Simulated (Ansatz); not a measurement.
**NaCdCl3 (model cell, started as cubic perovskite with Cd in the octahedra): from the cell to its phonons**

Wanted: vibrations and spectra of NaCdCl3 (model cell, started as cubic perovskite with Cd in the octahedra); the cell is already relaxed. After the zone centre comes a 2×2×2 q mesh on a 6×6×6 k mesh.

Method: DFT r2SCAN, scalar-relativistic, plane waves, PAW; PAW set soft_1, in Ansatz 0.2.0.

The structure was built from a prototype and need not be the compound's stable phase.

### Step 1. The starting structure

It takes space group Pm-3m (No. 221, cubic). The conventional cell has a = 5.170 Å, b = 5.170 Å, c = 5.170 Å, α = 90.00°, β = 90.00°, γ = 90.00°. Nearest to Na lie 12 Cl at 3.66 Å. Nearest to Cd lie 6 Cl at 2.58 Å. Nearest to Cl lie 2 Cd at 2.58 Å. Farther neighbours and most contacts between anions are not listed.

### Step 2. Zone-centre response

The cell comes from relaxations at this level that are not shown. The zone centre comes first: it holds the modes that light can see, as far as symmetry allows. The response to a homogeneous field gives the Born charges and the dielectric tensor.

Contents of input.yaml:

```yaml
crystal:
  lattice:
    - [5.169590516, 0.0, 0.0]
    - [0.0, 5.169590516, 0.0]
    - [0.0, 0.0, 5.169590516]
  atoms:
    - { symbol: Na, position: [0.0, 0.0, 0.0] }
    - { symbol: Cd, position: [0.5, 0.5, 0.5] }
    - { symbol: Cl, position: [0.5, 0.5, 0.0] }
    - { symbol: Cl, position: [0.5, 0.0, 0.5] }
    - { symbol: Cl, position: [0.0, 0.5, 0.5] }
kpoints:
  mp_grid: { grid: [6, 6, 6] }
hamiltonian:
  xc: r2scan
  pseudopotentials: { kind: paw, azcp: { folder: soft_1 } }
scf:
  occupations: { method: fixed }
output:
  eigenvalues: true
phonons:
  method: dfpt
  dielectric: true
  rigid_motions: translations
```

On the command line:

```
$ ansatz run input.yaml --threads 4 --pin off --max-ram 16384MiB --backend cpu --events-out ev --progress --plain --runs-dir out
```

Numbers of over 12 decimals in the logs are rounded to 6 here.

What it wrote:

```text
Engine: ansatz 0.2.0, aarch64-unknown-linux-gnu
Pseudopotentials: kind: paw
Pseudopotential: Na, paw, valence charge 9, recommended cutoff 500 eV (meta_gga), soft_1/Na.paw.azcp
Pseudopotential: Cd, paw, valence charge 20, recommended cutoff 500 eV (meta_gga), soft_1/Cd.paw.azcp
Pseudopotential: Cl, paw, valence charge 7, recommended cutoff 500 eV (meta_gga), soft_1/Cl.paw.azcp
Functional definition: r2SCAN
  parameter k0 = 0.174
  parameter k1 = 0.065
  parameter a1 = 4.9479
  exchange = r2scan_x(k0 = k0, k1 = k1, a1 = a1)
  correlation = r2scan_c
Crystal: 5 atoms, lattice volume = 138.156 Å³
Basis set: ecut = 500 eV, 3431 PW (Γ), exchange–correlation on 400×400×400 points (1000 copies of the dense FFT grid, shifted against one another)
Bands: 30, of which v1, the nominal top of the filled ones, is band 25 counted from 1 (24 counted from 0)
Symmetry: 48 space group operations
k-points: 80 of 216 (irreducible under 2 space group operations, time reversal used)
Non-local potential: Na, projectors of the file, l = 0: 3, l = 1: 2, l = 2: 1
Non-local potential: Cd, projectors of the file, l = 0: 3, l = 1: 2, l = 2: 2, l = 3: 1
Non-local potential: Cl, projectors of the file, l = 0: 2, l = 1: 2, l = 2: 1
PAW form: soft (Blöchl's): semilocal exchange-correlation on the pseudo side does not see the compensation charge
PAW frozen core: Na, regenerated for the run's functional (the file was generated under x = pbe(κ = 0.804, μ = 0.219515), c = pbe(β = 0.066725))
PAW frozen core: Cd, regenerated for the run's functional (the file was generated under x = pbe(κ = 0.804, μ = 0.219515), c = pbe(β = 0.066725))
PAW frozen core: Cl, regenerated for the run's functional (the file was generated under x = pbe(κ = 0.804, μ = 0.219515), c = pbe(β = 0.066725))
PAW one-centre angular grid: Na, 302 points (default); XC on 317 of its mesh's 2451 points in the sphere
PAW one-centre angular grid: Cd, 590 points (default); XC on 160 Gauss nodes
PAW one-centre angular grid: Cl, 302 points (default); XC on 160 Gauss nodes
Initial density: superposition of atomic densities (chi_scale 0.1, normalization cell, long waves kept (reshape's long-wave potential 0.01 eV rms))
Initial wavefunctions: pseudopotential atomic-orbital guess
Functional: x = r2scan, c = r2scan; τ floored in thin density (d = 2e-4 eV/Å³)
SCF iter   1: F=—  HF=-13016.865731 eV  |F-HF|=—  |Δ(HF+E_count)|=         —  Δρ=6.69e-2  dr2=5.35e0  dr2_τ=1.29e-2  ethr=3.10e-3  ⟨swp⟩=5.0  Hψ=8768  notcnv=0  defer=225
preconditioner: auto → Resta (q_TF=auto, 2.303 Å⁻¹)  ε∞=3.0  [insulator: Δε(μ)=1.446 eV  Ē_g=12.932 eV  n_scr=26 (ndim 8)  ℏωp=18.4 eV  f_vac=0.056  ε∞_Penn≈3.0]
SCF iter   2: F=—  HF=-13014.963367 eV  |F-HF|=—  |Δ(HF+E_count)|=    1.90e0  Δρ=1.90e-2  dr2=4.72e-1  dr2_τ=7.40e-2  ethr=3.10e-3  ⟨swp⟩=3.0  Hψ=5516  notcnv=0  defer=226
SCF iter   3: F=—  HF=-13014.886473 eV  |F-HF|=—  |Δ(HF+E_count)|=   7.69e-2  Δρ=7.00e-3  dr2=6.16e-2  dr2_τ=2.14e-3  ethr=9.44e-4  ⟨swp⟩=3.0  Hψ=4269  notcnv=0  defer=238
SCF iter   4: F=—  HF=-13014.892054 eV  |F-HF|=—  |Δ(HF+E_count)|=   5.58e-3  Δρ=1.23e-3  dr2=2.48e-3  dr2_τ=1.50e-4  ethr=1.23e-4  ⟨swp⟩=3.0  Hψ=4956  notcnv=0  defer=238
SCF iter   5: F=—  HF=-13014.893210 eV  |F-HF|=—  |Δ(HF+E_count)|=   1.16e-3  Δρ=4.20e-4  dr2=1.85e-4  dr2_τ=1.23e-5  ethr=4.95e-6  ⟨swp⟩=3.0  Hψ=4242  notcnv=0  defer=238
SCF iter   6: F=—  HF=-13014.893395 eV  |F-HF|=—  |Δ(HF+E_count)|=   1.86e-4  Δρ=6.57e-5  dr2=5.60e-6  dr2_τ=7.85e-7  ethr=3.70e-7  ⟨swp⟩=2.0  Hψ=4136  notcnv=0  defer=238
SCF iter   7: F=—  HF=-13014.893410 eV  |F-HF|=—  |Δ(HF+E_count)|=   1.47e-5  Δρ=1.33e-5  dr2=2.93e-7  dr2_τ=2.12e-8  ethr=1.12e-8  ⟨swp⟩=2.0  Hψ=3971  notcnv=0  defer=232
SCF iter   8: F=—  HF=-13014.893415 eV  |F-HF|=—  |Δ(HF+E_count)|=   5.18e-6  Δρ=4.47e-6  dr2=2.99e-8  dr2_τ=2.76e-9  ethr=5.87e-10  ⟨swp⟩=2.0  Hψ=4071  notcnv=0  defer=206
SCF iter   9: F=—  HF=-13014.893415 eV  |F-HF|=—  |Δ(HF+E_count)|=   1.26e-8  Δρ=8.06e-7  dr2=9.55e-10  dr2_τ=1.81e-10  ethr=5.99e-11  ⟨swp⟩=2.0  Hψ=3996  notcnv=0  defer=206
SCF iter  10: F=-13014.893415 eV  HF=-13014.893415 eV  |F-HF|=7.28e-11  |Δ(HF+E_count)|=   1.06e-9  Δρ=1.64e-7  dr2=5.25e-11  dr2_τ=2.21e-12  ethr=1.00e-12  ⟨swp⟩=16.9  Hψ=17495  notcnv=0
SCF 1 converged in 10 iterations: F = -13014.893415 eV  dr2 = 5.25e-11
  greatest PAW one-centre occupation: 1.002 electrons in one spin orbital (limit 2), on the Na atom at site 0 (counted from 0), in its partial waves of l = 0
DFPT response loops at Γ: preconditioner auto → none (the input reference at scf.mixing.eps_inf says where Resta's filter doesn't serve); β = 0.50; Broyden in place of MSR1
── the response to a field inside a basis, on 6×6×6 k-points: an SCF that follows is theirs, and a resumed run solves both again ──
Bands: 26, of which v1, the nominal top of the filled ones, is band 25 counted from 1 (24 counted from 0)
k-points: 10 of 216
Initial density: handed on by an earlier stage of this run
Initial wavefunctions: pseudopotential atomic-orbital guess (no wavefunctions were taken with the density)
Eigensolver: Dense (10 Hₖ)
SCF iter   1: F=—  HF=-13014.847143 eV  |F-HF|=—  |Δ(HF+E_count)|=         —  Δρ=3.01e-4  dr2=2.48e-5  dr2_τ=2.67e-5  ethr=1.00e-1
preconditioner: auto → Resta (q_TF=auto, 2.303 Å⁻¹)  ε∞=4.1  [insulator: Δε(μ)=3.124 eV  Ē_g=10.524 eV  n_scr=26 (ndim 8)  ℏωp=18.4 eV  f_vac=0.219  ε∞_Penn≈4.1]
SCF iter   2: F=—  HF=-13014.847170 eV  |F-HF|=—  |Δ(HF+E_count)|=   2.69e-5  Δρ=1.58e-4  dr2=6.65e-6  dr2_τ=2.14e-6  ethr=4.97e-8
SCF iter   3: F=—  HF=-13014.847181 eV  |F-HF|=—  |Δ(HF+E_count)|=   1.09e-5  Δρ=1.43e-5  dr2=2.25e-7  dr2_τ=2.63e-8  ethr=1.33e-8
SCF iter   4: F=-13014.847181 eV  HF=-13014.847181 eV  |F-HF|=1.32e-8  |Δ(HF+E_count)|=   8.51e-8  Δρ=4.44e-6  dr2=3.98e-8  dr2_τ=2.07e-9  ethr=4.51e-10
SCF 1 converged in 4 iterations: F = -13014.847181 eV  dr2 = 3.98e-8
DFPT response loops at Γ: mixed as the last ones told, above
SCF converged after 10 iterations
Free energy (F): -13014.893415 eV
Harris-Foulkes:  -13014.893415 eV  (|F-HF|=7.28e-11)
Internal energy: -13014.893415 eV  (E = F + TS)
E sigma→0 (E₀):  -13014.893415 eV
Fermi energy:    1.932138 eV
--- Per-component energies (eV) ---
  E_band       = -918.343983
  E_kinetic    = 1011.273441
  E_local      = -7014.424055  (includes V_loc(G=0)·N_el)
  E_nonlocal   = 496.725281
  E_hartree    = 2951.079679
  E_xc         = -493.621832
  E_vxc        = -651.433693  (∫ρ·V_xc dr)
  E_paw        = -6423.840109  (= ΣΔE_a)
  E_vpaw       = -702.340896  (= ΣTr[D̂ρ^β])
  E_aug_tail   = 0.000003  (compensation charges beyond the density's cutoff)
  E_vtau       = 39.696793  (kinetic-family band-sum trace: ∫τ·v_τ [+ j·A + Jᵃ·Aᵃ] dr)
  E_ewald      = -3541.085570
  E_core_change = -1.000252  (= ΣΔE_core)
  E_smearing   = -0.000000  (= −TS)
  E_closure    = 0.000000  (closes the sum)
  Σ components = -13014.893415   (vs F -13014.893415, Δ=0.00e0)
--- Band table (eV; the first three rows and the last of 80) ---
  k-point 0: bands = [... 21 lower, 0.9713, 1.1072, 1.1072, 1.1072, 4.5247, 6.4476, 10.4231, 10.4231, ... 1 higher]
  k-point 1: bands = [... 21 lower, 0.9469, 0.9469, 1.0846, 1.0846, 5.0534, 6.7244, 10.2286, 10.7348, ... 1 higher]
  k-point 2: bands = [... 21 lower, 0.8648, 0.8648, 1.0646, 1.0646, 6.2813, 7.4458, 9.5548, 11.2896, ... 1 higher]
  k-point 79: bands = [... 21 lower, 1.6157, 1.6157, 1.9321, 1.9321, 7.3886, 9.0814, 9.0814, 9.0814, ... 1 higher]
--- Phonons (Γ-DFPT): 4 representative perturbations + reference, on 80 of 216 k-points (Σ response iterations 26) ---
  k mesh reduced under 2 symmetry operations, with k and −k counted as one. Each operation leaves every solved perturbation unchanged. A smaller set is not considered because the functional reads the kinetic-energy density
  ASR residual: 1.758e-5 → 0.000e0 eV/Å²; symmetrization residual: 1.007e-5 eV/Å²
  ASR residual per site (eV/Å²): 1.76e-5 1.55e-5 1.48e-5 1.48e-5 1.48e-5
  Γ frequencies (cm⁻¹): -92.78 -92.78 -92.78 0.00 0.00 0.00 11.13 11.13 11.13 75.55 75.55 75.55 266.84 266.84 266.84
  ε∞ (high-frequency dielectric tensor):
        2.899139     0.000000     0.000000
        0.000000     2.899139     0.000000
        0.000000     0.000000     2.899139
  softest optical mode at Γ: -92.78 cm⁻¹; the repairs (sum rule, projections) moved no ω² at Γ by more than (1.41 cm⁻¹)²
  Born effective charges Z* (e; rows j = field, columns β = displacement):
    site 0:
         1.27911    0.00000    0.00000
         0.00000    1.27911    0.00000
         0.00000    0.00000    1.27911
    site 1:
         2.59235   -0.00000   -0.00000
        -0.00000    2.59235    0.00000
         0.00000    0.00000    2.59235
    site 2:
        -0.86197    0.00000    0.00000
        -0.00000   -0.86197    0.00000
         0.00000    0.00000   -2.14752
    site 3:
        -0.86197    0.00000    0.00000
         0.00000   -2.14752    0.00000
         0.00000    0.00000   -0.86197
    site 4:
        -2.14752   -0.00000   -0.00000
        -0.00000   -0.86197    0.00000
         0.00000    0.00000   -0.86197
  Z* charge neutrality: 1.273e-4 e pre-enforcement
  solved inside a basis spanned on kpoints, on 6×6×6 k-points, its susceptibility summed on 10×10×10: ε∞ is read to err by 7.2e-3, Z* by 2.2e-2 e (field_mesh: kpoints solves on kpoints); Z* is corrected for what the basis lacks
  optical modes at Γ without the LO–TO term, one row a degenerate level:
      ω (cm⁻¹)  modes    IR ((D/Å)²/amu)
        -92.78      3             9.1441
         11.13      3             0.0000
         75.55      3             1.8902
        266.84      3             9.9343
  optical modes at Γ + LO–TO along q̂ = [1.0000, 0.0000, 0.0000]:
      ω (cm⁻¹)  modes    IR ((D/Å)²/amu)
        -92.78      2             6.0961
         11.13      3             0.0000
         12.42      1             0.5802
         75.55      2             1.2602
        110.38      1             1.5315
        266.84      2             6.6229
        305.27      1             4.8778
  optical modes at Γ + LO–TO along q̂ = [0.0000, 1.0000, 0.0000]:
      ω (cm⁻¹)  modes    IR ((D/Å)²/amu)
        -92.78      2             6.0961
         11.13      3             0.0000
         12.42      1             0.5802
         75.55      2             1.2602
        110.38      1             1.5315
        266.84      2             6.6229
        305.27      1             4.8778
  optical modes at Γ + LO–TO along q̂ = [0.0000, 0.0000, 1.0000]:
      ω (cm⁻¹)  modes    IR ((D/Å)²/amu)
        -92.78      2             6.0961
         11.13      3             0.0000
         12.42      1             0.5802
         75.55      2             1.2602
        110.38      1             1.5315
        266.84      2             6.6229
        305.27      1             4.8778
```

Run time: 4.8 min. Hardware: 4 threads of Arm Neoverse V2, shared host; peak memory 14 GiB; 19 min of CPU time.

In the SCF lines HF is the Harris–Foulkes energy and dr2 the Hartree energy of the density residual, in eV; the loop may stop once dr2 is under the threshold and the program's other checks hold. Hψ counts applications of the Hamiltonian.

This step gave:

| Property | Result |
| --- | --- |
| gap on the k-mesh | 2.593 eV |
| volume per atom | 27.63 Å³ |
| sum-rule residual before enforcement | 1.76e-5 eV/Å² |
| miss of the charge sum rule | 1.27e-4 e |
| estimated error of the dielectric tensor | 0.007210 |
| estimated error of the Born charges | 0.02189 e |
| point group | m-3m |
| highest optical mode at the zone centre (no LO-TO term) | 266.8 cm⁻¹ |
| lowest optical zone-centre mode | -92.78 cm⁻¹ |
| mean high-frequency dielectric constant | 2.899 |
| largest Born charge (third of the trace) | 2.592 e |
| top of the zone-centre spectrum with the field | 305.3 cm⁻¹ |

Without the LO-TO term. Patterns of degenerate modes are one choice out of their space. The modes at Γ (shares of kinetic energy by element, %) (negative means imaginary):

| mode | frequency (cm⁻¹) | symmetry | Na % | Cd % | Cl % |
| --- | --- | --- | --- | --- | --- |
| 1 | -92.8 | T1u | 77 | 0 | 23 |
| 2 | -92.8 | T1u | 77 | 0 | 23 |
| 3 | -92.8 | T1u | 77 | 0 | 23 |
| 4 | 0.0 | acoustic | 10 | 47 | 44 |
| 5 | 0.0 | acoustic | 10 | 46 | 44 |
| 6 | 0.0 | acoustic | 10 | 46 | 44 |
| 7 | 11.1 | T2u | 0 | 0 | 100 |
| 8 | 11.1 | T2u | 0 | 0 | 100 |
| 9 | 11.1 | T2u | 0 | 0 | 100 |
| 10 | 75.5 | T1u | 13 | 42 | 45 |
| 11 | 75.5 | T1u | 13 | 42 | 45 |
| 12 | 75.5 | T1u | 13 | 42 | 45 |
| 13 | 266.8 | T1u | 0 | 12 | 88 |
| 14 | 266.8 | T1u | 0 | 12 | 88 |
| 15 | 266.8 | T1u | 0 | 12 | 88 |

Displacements in mode 3 (-92.8 cm⁻¹), the largest set to 1:
```
Na1 -0.01  0.36  1.00
Cd2  0.00  0.00  0.01
Cl3  0.00 -0.11 -0.07
Cl4  0.00 -0.03 -0.31
Cl5  0.00 -0.11 -0.31
```

Displacements in mode 15 (266.8 cm⁻¹), the largest set to 1:
```
Na1  0.00 -0.03  0.01
Cd2  0.00 -0.21  0.07
Cl3  0.00 -0.16 -0.33
Cl4  0.00  1.00  0.05
Cl5  0.00 -0.16  0.05
```

Optical modes at the zone centre, without and with the macroscopic field of the longitudinal modes; each column is sorted by frequency, so a row need not hold one and the same mode. Modes with and without the field, by row:

| rank among optical modes | no field (cm⁻¹) | q along (1, 0, 0) (cm⁻¹) |
| --- | --- | --- |
| 1 | -92.8 | -92.8 |
| 2 | -92.8 | -92.8 |
| 3 | -92.8 | 11.1 |
| 4 | 11.1 | 11.1 |
| 5 | 11.1 | 11.1 |
| 6 | 11.1 | 12.4 |
| 7 | 75.5 | 75.5 |
| 8 | 75.5 | 75.5 |
| 9 | 75.5 | 110.4 |
| 10 | 266.8 | 266.8 |
| 11 | 266.8 | 266.8 |
| 12 | 266.8 | 305.3 |

Born charge (rows field, columns displacement) (e), principal values of the symmetric part by kind of site:

| atom | atoms with these values | low | middle | high | mean |
| --- | --- | --- | --- | --- | --- |
| Na1 | 1 | 1.28 | 1.28 | 1.28 | 1.28 |
| Cd2 | 1 | 2.59 | 2.59 | 2.59 | 2.59 |
| Cl3 | 3 | -2.15 | -0.86 | -0.86 | -1.29 |

In full for Na1:

```
1.28 0.00 0.00
0.00 1.28 0.00
0.00 0.00 1.28
```

High-frequency dielectric tensor:

```
2.90 0.00 0.00
0.00 2.90 0.00
0.00 0.00 2.90
```

Transverse modes; imaginary modes are left out. Infrared lines, with heights relative to the strongest:

| position (cm⁻¹) | label | relative intensity |
| --- | --- | --- |
| 11 | T2u | 0.0 |
| 76 | T1u | 19 |
| 267 | T1u | 100 |

Before it was imposed, the acoustic sum rule was missed by 1.8e-5 eV/Å² and the charge sum rule by 1.3e-4 e. Small misses are needed for a sound result but don't prove that mesh and cutoff are converged. The lowest optical mode is imaginary, 92.8i cm⁻¹, so the energy falls along it.

(Part 1 of 2 ends here.)

[Logs are printed without paths, hosts, clocks, repeated set-up lines and the standing remarks that a program may print on its own settings, such as how far it seeks lower states.]

[Hosts, paths, dates, database ids (printed as entryN), source tags and the programs' standing remarks are cut or masked in the printed files.]
